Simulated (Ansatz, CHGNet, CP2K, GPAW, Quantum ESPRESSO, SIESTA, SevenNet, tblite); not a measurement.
# Running random packing of B86H14 (at. %) (90 atoms) with CP2K

Wanted: CP2K inputs and outputs for random packing of B86H14 (at. %) (90 atoms), checked against a plane-wave reference.

Program: CP2K 2026.2. Level of theory: the method is named at each step. Results are calculated unless marked as measured.

## Step 1: The structure

The cell holds 90 atoms: 77 B and 13 H. Its edges and angles: a = 8.907 Å, b = 8.907 Å, c = 8.907 Å, α = 90.0°, β = 90.0°, γ = 90.0°. 90 atoms (77 B, 13 H) packed at random in a cube at 1.99 g/cm³ and pushed apart as soft spheres; a start for melting by ab initio MD, not an equilibrated structure. Then every atom was moved at random, 0.02 Å r.m.s. a Cartesian component (hydrogen 0.6 of that).

The yardstick, on the same geometry:

- method: Kohn-Sham DFT, PBE, PAW, plane waves (Ansatz 0.2.0); cutoff 420 eV, Γ point, fermi-dirac smearing of 0.05 eV; PAW set soft_2
- r.m.s. force component: 1.085 eV/Å
- longest force: 4.111 eV/Å
- pressure: -14.43 GPa
- SCF cycles: 8
- time: 5.1 s on 4 threads of Arm Neoverse V1, shared host
- CPU time: 19 s

## Step 2: PBE, DZVP-MOLOPT-SR, 450/50 Ry, diagonalisation

Method: Kohn-Sham DFT, PBE, GTH-PBE pseudopotentials, Gaussian and plane waves, DZVP-MOLOPT-SR-GTH, diagonalisation.

The input, input.inp:

```
&GLOBAL
  PROJECT cell
  RUN_TYPE ENERGY_FORCE
  PRINT_LEVEL LOW
&END GLOBAL
&FORCE_EVAL
  METHOD QS
  STRESS_TENSOR ANALYTICAL
  &DFT
    BASIS_SET_FILE_NAME BASIS_MOLOPT
    POTENTIAL_FILE_NAME GTH_POTENTIALS
    &MGRID
      CUTOFF 450
      REL_CUTOFF 50
    &END MGRID
    &QS
      EPS_DEFAULT 1.0E-12
    &END QS
    &SCF
      SCF_GUESS ATOMIC
      EPS_SCF 5.0E-06
      MAX_SCF 200
      ADDED_MOS 34
      &DIAGONALIZATION
        ALGORITHM STANDARD
      &END DIAGONALIZATION
      &SMEAR ON
        METHOD FERMI_DIRAC
        ELECTRONIC_TEMPERATURE [K] 580
      &END SMEAR
      &MIXING
        METHOD BROYDEN_MIXING
        ALPHA 0.15
        NBROYDEN 12
      &END MIXING
      &PRINT
        &RESTART OFF
        &END RESTART
      &END PRINT
    &END SCF
    &XC
      &XC_FUNCTIONAL PBE
      &END XC_FUNCTIONAL
    &END XC
    &PRINT
      &MULLIKEN ON
      &END MULLIKEN
      &HIRSHFELD ON
        SHAPE_FUNCTION DENSITY
      &END HIRSHFELD
      &MO ON
        EIGENVALUES T
        OCCUPATION_NUMBERS T
        MO_INDEX_RANGE 111 134
        &EACH
          QS_SCF 0
        &END EACH
        ADD_LAST NUMERIC
      &END MO
    &END PRINT
  &END DFT
  &SUBSYS
    &CELL
      A 8.90670 0.00000 0.00000
      B 0.00000 8.90670 0.00000
      C 0.00000 0.00000 8.90670
    &END CELL
    &COORD
      SCALED
      B 0.87437 0.09282 0.32188
      B 0.69192 0.19356 0.45840
      B 0.67230 0.85610 0.20079
      B 0.00168 0.35583 0.07496
      B 0.71753 0.41737 0.31403
      B 0.96148 0.03627 0.92548
      B 0.62364 0.43500 0.04737
      B 0.74915 0.42924 0.66759
      B 0.91034 0.85939 0.00320
      B 0.79430 0.35100 0.48530
      B 0.97331 0.44534 0.56411
      B 0.72119 0.14219 0.03370
      B 0.65135 0.15284 0.20110
      B 0.68212 0.86810 0.62897
      B 0.17321 0.30725 0.70225
      B 0.20234 0.18381 0.92077
      B 0.78871 0.12731 0.82302
      B 0.68369 0.73180 0.39135
      B 0.46399 0.49530 0.17479
      B 0.73973 0.57080 0.97650
      B 0.02443 0.32699 0.85695
      B 0.34549 0.72954 0.26159
      B 0.12121 0.05246 0.83004
      B 0.87231 0.90590 0.75431
      B 0.37788 0.63276 0.54994
      B 0.22751 0.07430 0.13419
      B 0.69667 0.93637 0.40931
      B 0.77232 0.82114 0.88962
      B 0.85830 0.69676 0.45686
      B 0.48465 0.73829 0.43578
      B 0.69453 0.34409 0.87107
      B 0.60519 0.57194 0.50588
      B 0.94225 0.61977 0.08809
      B 0.14741 0.64384 0.91966
      B 0.87106 0.87945 0.55978
      B 0.50735 0.40831 0.46771
      B 0.60028 0.99003 0.98963
      B 0.13429 0.44133 0.22963
      B 0.23287 0.02390 0.34594
      B 0.99452 0.62754 0.64861
      B 0.78263 0.34228 0.10148
      B 0.81434 0.03461 0.64324
      B 0.60172 0.09769 0.80137
      B 0.82612 0.60002 0.60604
      B 0.97129 0.87502 0.18604
      B 0.15519 0.51384 0.52508
      B 0.32367 0.59984 0.05950
      B 0.21001 0.36475 0.08625
      B 0.15666 0.81493 0.48991
      B 0.46502 0.97124 0.53349
      B 0.06065 0.64169 0.27704
      B 0.49586 0.82955 0.88572
      B 0.59449 0.61898 0.74596
      B 0.77706 0.22246 0.65946
      B 0.45363 0.38128 0.70624
      B 0.25844 0.72418 0.73792
[... 30 atom lines left out ...]
      H 0.60684 0.57977 0.29668
      H 0.32502 0.91796 0.16765
      H 0.87942 0.65397 0.78790
      H 0.41812 0.55578 0.39316
    &END COORD
    &KIND B
      BASIS_SET DZVP-MOLOPT-SR-GTH-q3
      POTENTIAL GTH-PBE-q3
    &END KIND
    &KIND H
      BASIS_SET DZVP-MOLOPT-SR-GTH-q1
      POTENTIAL GTH-PBE-q1
    &END KIND
  &END SUBSYS
  &PRINT
    &FORCES ON
    &END FORCES
    &STRESS_TENSOR ON
    &END STRESS_TENSOR
  &END PRINT
&END FORCE_EVAL
```

On the command line:

```console
$ OMP_NUM_THREADS=1 mpirun -np 4 cp2k.psmp -i input.inp > output.txt
```

Numbers of over 12 decimals in the logs are rounded to 6 here.

The program printed:

```text
CP2K| version string:                                       CP2K version 2026.2
 CP2K| Input file name                                                 input.inp
 GLOBAL| Basis set file name                                        BASIS_MOLOPT
 GLOBAL| Potential file name                                      GTH_POTENTIALS
 GLOBAL| Run type                                                   ENERGY_FORCE
 GLOBAL| Total number of message passing processes                             4
 GLOBAL| Number of threads for this process                                    1
 TOTAL NUMBERS AND MAXIMUM NUMBERS
  Total number of            - Atomic kinds:                                   2
                             - Atoms:                                         90
                             - Shell sets:                                    90
                             - Shells:                                       424
                             - Primitive Cartesian functions:                373
                             - Cartesian basis functions:                   1143
                             - Spherical basis functions:                   1066
  Maximum angular momentum of- Orbital basis functions:                        2
                             - Local part of the GTH pseudopotential:          2
                             - Non-local part of the GTH pseudopotential:      0
 SCF PARAMETERS         Density guess:                                    ATOMIC
                        max_scf:                                             200
                        eps_scf:                                        5.00E-06
                        added MOs                                        34    0
                        Mixing method:                            BROYDEN_MIXING
                                                charge density mixing in g-space
                        Smear method:                                FERMI_DIRAC
                        Electronic temperature [K]:                        580.0
                        Electronic temperature [a.u.]:                  1.84E-03
                        Accuracy threshold:                             1.00E-10
 Extrapolation method: initial_guess
 Number of electrons:                                                        244
 Number of occupied orbitals:                                                122
 Number of molecular orbitals:                                               156
 Number of orbital functions:                                               1066
 Number of independent orbital functions:                                   1066
 SCF WAVEFUNCTION OPTIMIZATION
  Step     Update method      Time    Convergence         Total energy    Change
     1 NoMix/Diag. 0.15E+00    5.1     1.30549518      -229.1921557657 -2.29E+02
     2 Broy./Diag. 0.15E+00    6.8     0.31120298      -212.6216576615  1.66E+01
     3 Broy./Diag. 0.15E+00    7.0     0.21103455      -216.2445630820 -3.62E+00
     4 Broy./Diag. 0.15E+00    7.0     0.11613822      -219.2472821848 -3.00E+00
[...]
17 Broy./Diag. 0.15E+00    6.7     0.00000976      -220.8772594467  9.68E-05
    18 Broy./Diag. 0.15E+00    6.5     0.00000402      -220.8772603359 -8.89E-07
  *** SCF run converged in    18 steps ***
  Electronic density on regular grids:       -244.0000000000        0.0000000000
  Core density on regular grids:              243.9999999995       -0.0000000005
  Total charge density on r-space grids:       -0.0000000005
  Total charge density g-space grids:          -0.0000000005
  Overlap energy of the core charge distribution:               1.85964e-05
  Self energy of the core charge distribution:               -484.912963
  Core Hamiltonian energy:                                    152.025967
  Hartree energy:                                             195.966881
  Exchange-correlation energy:                                -83.947013
  Electronic entropic energy:                                  -0.010150
  Fermi energy:                                                 0.227983
  Total energy:                                              -220.877260
  Total energy (extrapolated to T->0):                       -220.872185
 MO| EIGENVALUES AND OCCUPATION NUMBERS
 MO|
 MO|  Index      Eigenvalue [a.u.]        Eigenvalue [eV]             Occupation
 MO|    111               0.196470               5.346211               2.000000
 MO|    112               0.198314               5.396402               2.000000
 MO|    113               0.202346               5.506103               1.999998
[...]
MO|    133               0.254628               6.928769               0.000001
 MO|    134               0.258326               7.029419               0.000000
 MO| Sum:                                                             244.000000
 MO| E(Fermi):            0.227983 a.u.          6.203721 eV
 !-----------------------------------------------------------------------------!
                     Mulliken Population Analysis
 #  Atom  Element  Kind  Atomic population                           Net charge
       1     B        1          2.929462                              0.070538
       2     B        1          3.002492                             -0.002492
       3     B        1          3.054180                             -0.054180
[...]
89     H        2          0.855801                              0.144199
      90     H        2          0.921663                              0.078337
 # Total charge                            244.000000                  0.000000
 !-----------------------------------------------------------------------------!
 !-----------------------------------------------------------------------------!
                           Hirshfeld Charges
  #Atom  Element  Kind  Ref Charge     Population                    Net charge
      1       B      1       3.000          2.949                         0.051
      2       B      1       3.000          3.003                        -0.003
      3       B      1       3.000          2.948                         0.052
[...]
89       H      2       1.000          0.957                         0.043
     90       H      2       1.000          0.988                         0.012
  Total Charge                                                           -0.000
 !-----------------------------------------------------------------------------!
 ENERGY| Total FORCE_EVAL ( QS ) energy [hartree]           -220.877317
 FORCES| Atomic forces [hartree/bohr]
 FORCES|   Atom     x               y               z               |f|
 FORCES|      1 -1.14270497E-02 -1.36031105E-02  9.79363953E-03   2.02863860E-02
 FORCES|      2  1.55615454E-02 -1.80498927E-02  2.04105103E-03   2.39191599E-02
 FORCES|      3 -1.34048141E-02 -3.90544267E-03  1.67257880E-02   2.17874622E-02
[...]
FORCES|     89  8.05957615E-03 -5.34152368E-03 -2.92798440E-02   3.08350110E-02
 FORCES|     90 -4.52635281E-03 -1.11009746E-02 -4.33671188E-03   1.27485912E-02
 FORCES| Sum     1.72234654E-05 -4.20185671E-05  1.17625437E-05
 FORCES| Total atomic force                                       4.69101819E-05
 STRESS| Analytical stress tensor [bar]
 STRESS|                        x                   y                   z
 STRESS|      x       -1.45667936034E+05  -3.81740212908E+04   1.39393428038E+04
 STRESS|      y       -3.81740212908E+04  -1.47167673979E+05  -2.81301444317E+04
 STRESS|      z        1.39393428038E+04  -2.81301444317E+04  -1.43431201349E+05
 STRESS| 1/3 Trace                                            -1.45422270454E+05
```

Elapsed: 2.4 min, on 4 MPI ranks of Arm Neoverse V1, shared host; peak memory 2.4 GiB.

Banners, paths, timers and routine set-up lines are dropped from the logs unmarked, and long logs keep their key lines alone; longer cuts are marked.

Compared with the plane-wave run:

| Property | Result |
| --- | --- |
| r.m.s. force component | 1.094 eV/Å |
| r.m.s. difference of force components | 31.38 meV/Å |
| longest difference of force vectors | 124.6 meV/Å |
| force difference over r.m.s. force | 2.892 % |
| slope of forces against the reference's | 1.008 |
| correlation of force components | 0.9996 |
| pressure | -14.54 GPa |
| pressure difference | -0.108 GPa |

Length of the force difference by element (eV/Å):

| element | atoms | mean | most |
| --- | --- | --- | --- |
| B | 77 | 0.045 | 0.12 |
| H | 13 | 0.063 | 0.12 |

The surroundings of B65, picked at random, nearest first, numbered as they follow in the input and with coordinates relative to it.

| atom | x | y | z | distance (Å) | Hirshfeld charge (e) | Fx | Fy | Fz (eV/Å) |
| --- | --- | --- | --- | --- | --- | --- | --- | --- |
| B65 | 0.00 | 0.00 | 0.00 | 0.00 | 0.00 | 1.85 | 0.06 | 1.06 |
| B24 | -1.58 | 0.19 | -0.33 | 1.62 | -0.10 | -1.03 | -1.06 | 0.90 |
| B23 | 0.64 | 1.50 | 0.34 | 1.66 | -0.09 | 1.84 | -0.65 | -1.45 |
| B75 | 0.85 | 0.10 | 1.58 | 1.80 | 0.03 | -0.98 | -0.79 | 1.62 |
| B6 | -0.78 | 1.35 | 1.19 | 1.97 | -0.03 | -1.47 | -0.23 | -0.59 |
| B9 | -1.24 | -0.22 | 1.88 | 2.26 | -0.09 | 1.13 | 0.52 | 2.25 |
| B56 | 1.86 | -1.43 | -0.48 | 2.39 | -0.01 | -0.53 | -1.57 | 0.84 |
| B70 | 0.26 | 1.83 | -1.71 | 2.52 | 0.06 | 0.34 | 0.47 | -0.10 |
| H89 | -1.51 | -2.05 | -0.04 | 2.55 | 0.04 | 0.41 | -0.27 | -1.51 |
| B34 | 0.87 | -2.14 | 1.14 | 2.58 | 0.07 | 1.50 | 1.18 | 0.51 |
| B35 | -1.59 | -0.04 | -2.07 | 2.61 | -0.04 | -0.55 | -0.39 | -1.47 |
| B40 | -0.49 | -2.29 | -1.28 | 2.66 | -0.02 | 1.40 | 0.13 | 1.52 |
| B28 | -2.47 | -0.56 | 0.87 | 2.68 | -0.01 | -1.80 | -1.21 | 0.27 |

Forces lie 2.9 % from the reference's, at 31 times its CPU time.

## Step 3: PBE, TZV2P-MOLOPT (SR for B), 450/50 Ry, diagonalisation

Method: Kohn-Sham DFT, PBE, GTH-PBE pseudopotentials, Gaussian and plane waves, TZV2P-MOLOPT-GTH, diagonalisation.

input.inp, as its differences from that of step 2:

```diff
@@ -10,2 +10,3 @@
     BASIS_SET_FILE_NAME BASIS_MOLOPT
+    BASIS_SET_FILE_NAME BASIS_MOLOPT_UCL
     POTENTIAL_FILE_NAME GTH_POTENTIALS
@@ -68,7 +69,30 @@
     &COORD
-      SCALED
-[... 90 atom lines left out: the same atoms as in the first run ...]
+      B 7.78775 0.82672 2.86689
+      B 6.16272 1.72398 4.08283
+      B 5.98797 7.62503 1.78838
+      B 0.01496 3.16927 0.66765
+      B 6.39082 3.71739 2.79697
+      B 8.56361 0.32305 8.24297
+      B 5.55457 3.87441 0.42191
+      B 6.67245 3.82311 5.94602
+      B 8.10813 7.65433 0.02850
+      B 7.07459 3.12625 4.32242
+      B 8.66898 3.96651 5.02436
+      B 6.42342 1.26644 0.30016
+      B 5.80138 1.36130 1.79114
+      B 6.07544 7.73191 5.60205
+      B 1.54273 2.73658 6.25473
+      B 1.80218 1.63714 8.20102
+      B 7.02480 1.13391 7.33039
+      B 6.08942 6.51792 3.48564
+      B 4.13262 4.41149 1.55680
+      B 6.58855 5.08394 8.69739
+[... 66 atom lines left out ...]
+      H 5.40494 5.16384 2.64244
+      H 2.89486 8.17599 1.49321
+      H 7.83273 5.82471 7.01759
+      H 3.72407 4.95017 3.50176
     &END COORD
     &KIND B
-      BASIS_SET DZVP-MOLOPT-SR-GTH-q3
+      BASIS_SET TZV2P-MOLOPT-SR-GTH-q3
       POTENTIAL GTH-PBE-q3
@@ -76,3 +100,3 @@
     &KIND H
-      BASIS_SET DZVP-MOLOPT-SR-GTH-q1
+      BASIS_SET TZV2P-MOLOPT-GTH-q1
       POTENTIAL GTH-PBE-q1
```

The program printed:

```text
CP2K| version string:                                       CP2K version 2026.2
 CP2K| Input file name                                                 input.inp
 GLOBAL| Basis set file name                                        BASIS_MOLOPT
 GLOBAL| Potential file name                                      GTH_POTENTIALS
 GLOBAL| Run type                                                   ENERGY_FORCE
 GLOBAL| Total number of message passing processes                             4
 GLOBAL| Number of threads for this process                                    1
 TOTAL NUMBERS AND MAXIMUM NUMBERS
  Total number of            - Atomic kinds:                                   2
                             - Atoms:                                         90
[... lines left out ...]
                        Smear method:                                FERMI_DIRAC
[... lines left out ...]
 Number of electrons:                                                        244
[... lines left out ...]
  Step     Update method      Time    Convergence         Total energy    Change
[... lines left out ...]
  *** SCF run converged in    20 steps ***
[... lines left out ...]
  Fermi energy:                                                 0.226875
  Total energy:                                              -220.948476
  Total energy (extrapolated to T->0):                       -220.943444
[... lines left out ...]
 MO| E(Fermi):            0.226875 a.u.          6.173592 eV
[... lines left out ...]
 !-----------------------------------------------------------------------------!
 !-----------------------------------------------------------------------------!
                           Hirshfeld Charges
  #Atom  Element  Kind  Ref Charge     Population                    Net charge
      1       B      1       3.000          2.948                         0.052
      2       B      1       3.000          3.003                        -0.003
      3       B      1       3.000          2.946                         0.054
[...]
89       H      2       1.000          0.960                         0.040
     90       H      2       1.000          0.992                         0.008
  Total Charge                                                           -0.000
 !-----------------------------------------------------------------------------!
 ENERGY| Total FORCE_EVAL ( QS ) energy [hartree]           -220.948500
 FORCES| Atomic forces [hartree/bohr]
 FORCES|   Atom     x               y               z               |f|
 FORCES|      1 -1.14333060E-02 -1.35885042E-02  9.49602792E-03   2.01380853E-02
 FORCES|      2  1.52449811E-02 -1.76511988E-02  2.27824315E-03   2.34342625E-02
 FORCES|      3 -1.21906456E-02 -4.55709083E-03  1.63786584E-02   2.09198319E-02
[...]
FORCES|     89  7.71349569E-03 -5.15736707E-03 -2.82025009E-02   2.96896869E-02
 FORCES|     90 -4.37305310E-03 -1.10710038E-02 -5.71264277E-03   1.32032195E-02
 FORCES| Sum     1.80635096E-05 -4.23801302E-05  1.26896632E-05
 FORCES| Total atomic force                                       4.77848655E-05
 STRESS| Analytical stress tensor [bar]
 STRESS|                        x                   y                   z
 STRESS|      x       -1.43607285805E+05  -3.84603590845E+04   1.30476532104E+04
 STRESS|      y       -3.84603590845E+04  -1.45893965871E+05  -2.71899947850E+04
 STRESS|      z        1.30476532104E+04  -2.71899947850E+04  -1.43016783026E+05
 STRESS| 1/3 Trace                                            -1.44172678234E+05
```

Run time: 5.7 min. Hardware: 4 MPI ranks; peak memory 3.4 GiB.

Compared with the plane-wave run:

```yaml
r_m_s_force_component: 1.078 eV/Å
r_m_s_difference_of_force_components: 21.92 meV/Å
longest_difference_of_force_vectors: 129.7 meV/Å
force_difference_over_r_m_s_force: 2.02 %
slope_of_forces_against_the_reference_s: 0.9932
correlation_of_force_components: 0.9998
pressure: -14.42 GPa
pressure_difference: 0.0169 GPa
```

Against the first run (2.9 %), the force difference from the reference is 2.0 %, at 2.4 times the CPU time, with 1811 basis functions against 1066: the larger basis brings the forces nearer.

The difference per atom is largest on B (0.035 eV/Å on average, against 0.013 on H).

(Part 1 of 2 ends here.)

[Also dropped from logs without a mark: logging warnings of Python, and SIESTA's first energy breakdown and zero terms.]

[Logs are printed without paths, hosts, clocks, repeated set-up lines and the standing remarks that a program may print on its own settings, such as how far it seeks lower states.]

[Hosts, paths, dates, database ids (printed as entryN), source tags and the programs' standing remarks are cut or masked in the printed files.]
